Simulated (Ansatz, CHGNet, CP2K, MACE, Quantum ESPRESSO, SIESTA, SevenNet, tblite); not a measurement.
# SIESTA runs on Mg2+ BF4- in dimethyl sulfoxide and 1,3-dioxolane at 400 K (73 atoms), part 2 of 2

Wanted: SIESTA inputs and outputs for Mg2+ BF4- in dimethyl sulfoxide and 1,3-dioxolane at 400 K (73 atoms), checked against a plane-wave reference.

Program: SIESTA 5.4.2; the method stands at each step. Banners, paths, timers and routine set-up lines are dropped from the logs unmarked, and long logs keep their key lines alone; longer cuts are marked. The potentials were converted by us to PSML.

So far. Step 2 (PBE, DZP, shift 0.01 Ry, mesh 500 Ry): Forces lie 23 % from the reference's, at 6.5 times its CPU time (on 2 against 8 cores). Step 3 (PBE, SZP, shift 0.01 Ry, mesh 500 Ry): Against the first run (23 %), the force difference from the reference is 75 %, at 0.77 times the CPU time (on 1 against 2 cores), with 505 basis functions against 701: the smaller basis costs accuracy.

**4. revPBE, PBE potentials, DZP, shift 0.01 Ry, mesh 500 Ry**

Method: Kohn-Sham DFT, revPBE, PseudoDojo 0.4.1 norm-conserving pseudopotentials (converted to PSML), numerical atomic orbitals (DZP), diagonalisation.

Contents of input.fdf:

```
SystemLabel cell
NumberOfAtoms 73
NumberOfSpecies 7
%block ChemicalSpeciesLabel
  1 6 C
  2 8 O
  3 1 H
  4 16 S
  5 5 B
  6 9 F
  7 12 Mg
%endblock ChemicalSpeciesLabel
LatticeConstant 1.0 Ang
%block LatticeVectors
  9.47375 0.00000 0.00000
  0.00000 9.47375 0.00000
  0.00000 0.00000 9.47375
%endblock LatticeVectors
PAO.BasisSize DZP
PAO.EnergyShift 0.01 Ry
XC.Functional GGA
XC.Authors revPBE
MeshCutoff 500 Ry
%block kgrid_Monkhorst_Pack
  1 0 0 0.0
  0 1 0 0.0
  0 0 1 0.0
%endblock kgrid_Monkhorst_Pack
SolutionMethod diagon
OccupationFunction FD
ElectronicTemperature 580 K
SCF.Mixer.Method Pulay
SCF.Mixer.Weight 0.15
SCF.Mixer.History 8
SCF.Mix Hamiltonian
MaxSCFIterations 300
SCF.DM.Tolerance 1e-04
SCF.H.Tolerance 1.0e-3 eV
WriteForces T
Write.HirshfeldPop T
Write.VoronoiPop T
Write.DM F
Write.H F
XML.Write F
AtomicCoordinatesFormat Fractional
%block AtomicCoordinatesAndAtomicSpecies
[... 73 atom lines left out: the same atoms as in the first run ...]
%endblock AtomicCoordinatesAndAtomicSpecies
```

On the command line:

```sh
$ OMP_NUM_THREADS=1 mpirun -np 2 siesta < input.fdf > output.txt
```

Output:

```text
Version         : 5.4.2
reinit: System Name:
reinit: System Label: cell
initatom: Reading input for the pseudopotentials and atomic orbitals ----------
Species number:   1 Atomic number:    6 Label: C
Species number:   2 Atomic number:    8 Label: O
Species number:   3 Atomic number:    1 Label: H
Species number:   4 Atomic number:   16 Label: S
Species number:   5 Atomic number:    5 Label: B
Species number:   6 Atomic number:    9 Label: F
Species number:   7 Atomic number:   12 Label: Mg
Ground state valence configuration (from tables):   2s02  2p02  3d00  4f00
Ground state valence configuration (from tables):   2s02  2p04  3d00  4f00
Ground state valence configuration (from tables):   1s01  2p00  3d00  4f00
[... lines left out ...]
        iscf     Eharris(eV)        E_KS(eV)     FreeEng(eV)     dDmax    Ef(eV) dHmax(eV)
[... lines left out ...]
SCF Convergence by DM+H criterion
[... lines left out ...]
SCF cycle converged after 12 iterations
[... lines left out ...]
   Max    7.276779
[... lines left out ...]
   Max    7.276779    constrained
Stress tensor Voigt[x,y,z,yz,xz,xy] (kbar):      -62.89      -84.39      -38.62        6.39      -13.52       -0.73
[... lines left out ...]
siesta: FreeEng =    -20486.091025
[... lines left out ...]
siesta:         Fermi =      -3.172668
[... lines left out ...]
siesta:          61.96546452          2.40904754  kBar
    Orbital volume contribution        =          20.470683 eV
    (Free)E + p_basis*V_orbitals       =      -20465.620342 eV
    (Free)Eharris+ p_basis*V_orbitals  =      -20465.620342 eV
Hirshfeld Atomic Populations:
Atom #   charge [q] valence [e]  Species
     1     0.002280    3.997720  C
     2     0.015362    3.984638  C
     3    -0.025919    6.025919  O
     4     0.079850    3.920150  C
     5    -0.105453    6.105453  O
     6     0.016874    0.983126  H
     7     0.003190    0.996810  H
     8     0.006858    0.993142  H
[...]
13     0.363627    5.636373  S
[...]
15    -0.204396    6.204396  O
[...]
23     0.363436    5.636564  S
[...]
33     0.382241    5.617759  S
[...]
52     0.130343    2.869657  B
    53    -0.167020    7.167020  F
    54    -0.079735    7.079735  F
    55    -0.216529    7.216529  F
[...]
57     0.184909    2.815091  B
[...]
62     0.092347    2.907653  B
[...]
72     0.461347    9.538653  Mg
    73     0.394843    9.605157  Mg
--------------------
 Total    -0.000005
Voronoi Atomic Populations:
Atom #   charge [q] valence [e]  Species
[...]
33     0.378173    5.621827  S
[...]
35    -0.255157    6.255157  O
[...]
42    -0.008737    4.008737  C
    43     0.343876    5.656124  S
    44    -0.034251    4.034251  C
    45    -0.284641    6.284641  O
[...]
50     0.018005    0.981995  H
    51     0.022612    0.977388  H
[...]
62     0.173398    2.826602  B
[...]
67     0.186180    2.813820  B
[...]
70    -0.108029    7.108029  F
    71    -0.124498    7.124498  F
    72     0.463409    9.536591  Mg
    73     0.411687    9.588313  Mg
--------------------
 Total    -0.000005
```

Run time: 66 s. Hardware: 2 MPI ranks of Arm Neoverse V2, shared host; peak memory 1.3 GiB; 2.2 min of CPU time.

Against the reference:

```
r.m.s. force component                           : 1.816 eV/Å
r.m.s. difference of force components            : 339.7 meV/Å
longest difference of force vectors              : 1229 meV/Å
force difference over r.m.s. force               : 20.87 %
slope of forces against the reference's          : 1.1
correlation of force components                  : 0.9864
gap (highest filled to lowest empty level) : 4.195 eV
gap difference                                   : -0.0115 eV
pressure                                         : 6.197 GPa
pressure difference                              : 1.974 GPa
```

Against the first run (23 %), the force difference from the reference is 21 %, at 1.0 times the CPU time; the model has changed, so this is no error of the program alone.

**5. The ladder**

Differences are against the plane-wave reference, forces as r.m.s. over components; share is that over the reference's r.m.s. force, slope the least-squares factor from reference forces to these. Total energies of different programs have different zeros and aren't compared.

```
                                                           run  Δ force, r.m.s. (meV/Å)  share (%)  slope  Δ pressure (GPa)  Δ gap (eV)  cores  CPU time  memory (GiB)
                                                     reference                        -          -      -                 -           -      8      20 s          0.95
                   SIESTA PBE, DZP, shift 0.01 Ry, mesh 500 Ry                      377       23.2  1.097             0.866     -0.0644      2   2.2 min           1.3
          SIESTA PBE, SZP, shift 0.01 Ry, mesh 500 Ry (coarse)                     1227       75.4  1.228              6.85      -0.804      1   1.7 min          0.92
SIESTA revPBE, PBE potentials, DZP, shift 0.01 Ry, mesh 500 Ry                      340       20.9  1.100              1.97     -0.0115      2   2.2 min           1.3
```

Rows marked coarse were listed beforehand as settings not expected to be converged; some can still land near the reference.

CPU time is summed over cores on a shared host, where runs went side by side, so it is rough. Symmetry, cutoffs, thresholds, outputs and thread counts weren't matched or tuned between programs; memory under MPI is the largest rank's times the ranks.

Mean charges by element (e), by run and scheme:

```
                                                           run     scheme      C      O      H      S      B      F
                                                     reference     Löwdin  -0.42  -0.68  +0.21  +1.23  +0.88  -0.39
                   SIESTA PBE, DZP, shift 0.01 Ry, mesh 500 Ry  Hirshfeld  -0.05  -0.17  +0.03  +0.36  +0.13  -0.14
SIESTA revPBE, PBE potentials, DZP, shift 0.01 Ry, mesh 500 Ry  Hirshfeld  -0.05  -0.17  +0.03  +0.36  +0.13  -0.14
```

The reference's Löwdin charges lack the electrons that the projection spills, 0.044 e an atom on average.

A second geometry, displaced anew (every atom was moved at random, 0.08 Å r.m.s. a Cartesian component (hydrogen 0.6 of that)), gives an energy difference that all programs can be tested on. The reference puts it at 85.25 meV/atom.

| run | energy less the first geometry's (meV/atom) | error (meV/atom) | force share at the second geometry (%) |
| --- | --- | --- | --- |
| SIESTA PBE, DZP, shift 0.01 Ry, mesh 500 Ry | 88.16 | 2.90 | 15.2 |
| SIESTA PBE, SZP, shift 0.01 Ry, mesh 500 Ry | 103.5 | 18.2 | 49.5 |
| SIESTA revPBE, PBE potentials, DZP, shift 0.01 Ry, mesh 500 Ry | 89.36 | 4.11 | 14.1 |

**6. Results**

| Quantity | Value |
| --- | --- |
| nearest in forces | SIESTA revPBE, PBE potentials, DZP, shift 0.01 Ry, mesh 500 Ry, 21 % |
| its CPU time | 2.2 min |

The PBE run in local orbitals, coarse settings apart, differs by 23 % (SIESTA PBE, DZP, shift 0.01 Ry, mesh 500 Ry); basis, grid and potentials can all enter. Rows with another functional or a dispersion term differ by 21 % (SIESTA revPBE, PBE potentials, DZP, shift 0.01 Ry, mesh 500 Ry), which mixes the change of model with differences of basis and potentials, some of them made for another functional. Runs with settings chosen to be coarse differ by 75 % (SIESTA PBE, SZP, shift 0.01 Ry, mesh 500 Ry), their programs' other errors included. None of the electronic-structure runs in the table takes under half the reference's CPU time of 20 s; they take 5.0 to 6.5 times as much. At the same functional, gaps differ from the reference's 4.21 eV by between -0.80 and -0.06 eV. In pressure, SIESTA PBE, SZP, shift 0.01 Ry, mesh 500 Ry misses by +6.8 GPa, at the same functional. Charges hang on scheme and program or settings: among these rows the mean for S runs from +0.36 to +1.23 e. The energy difference between the two geometries, 85.3 meV/atom in the reference, is met best by SIESTA PBE, DZP, shift 0.01 Ry, mesh 500 Ry (+2.9) and worst by SIESTA PBE, SZP, shift 0.01 Ry, mesh 500 Ry (coarse) (+18.2). The network of contacts between molecules at the start is that of the classical potential that made the cell, and needn't be the one that DFT or experiment would give. The reference's stress is far from hydrostatic: its diagonal is 4.1, 6.5, 2.1 GPa, compression counted positive. The reference's PBE has no dispersion term, which matters for the binding between molecules or layers. The electronic-structure runs sample only Γ, in a cell whose shortest periodic width is 9 Å.

[Also dropped from logs without a mark: logging warnings of Python, and SIESTA's first energy breakdown and zero terms.]

[Logs are printed without paths, hosts, clocks, repeated set-up lines and the standing remarks that a program may print on its own settings, such as how far it seeks lower states.]

[Hosts, paths, dates, database ids (printed as entryN), source tags and the programs' standing remarks are cut or masked in the printed files.]
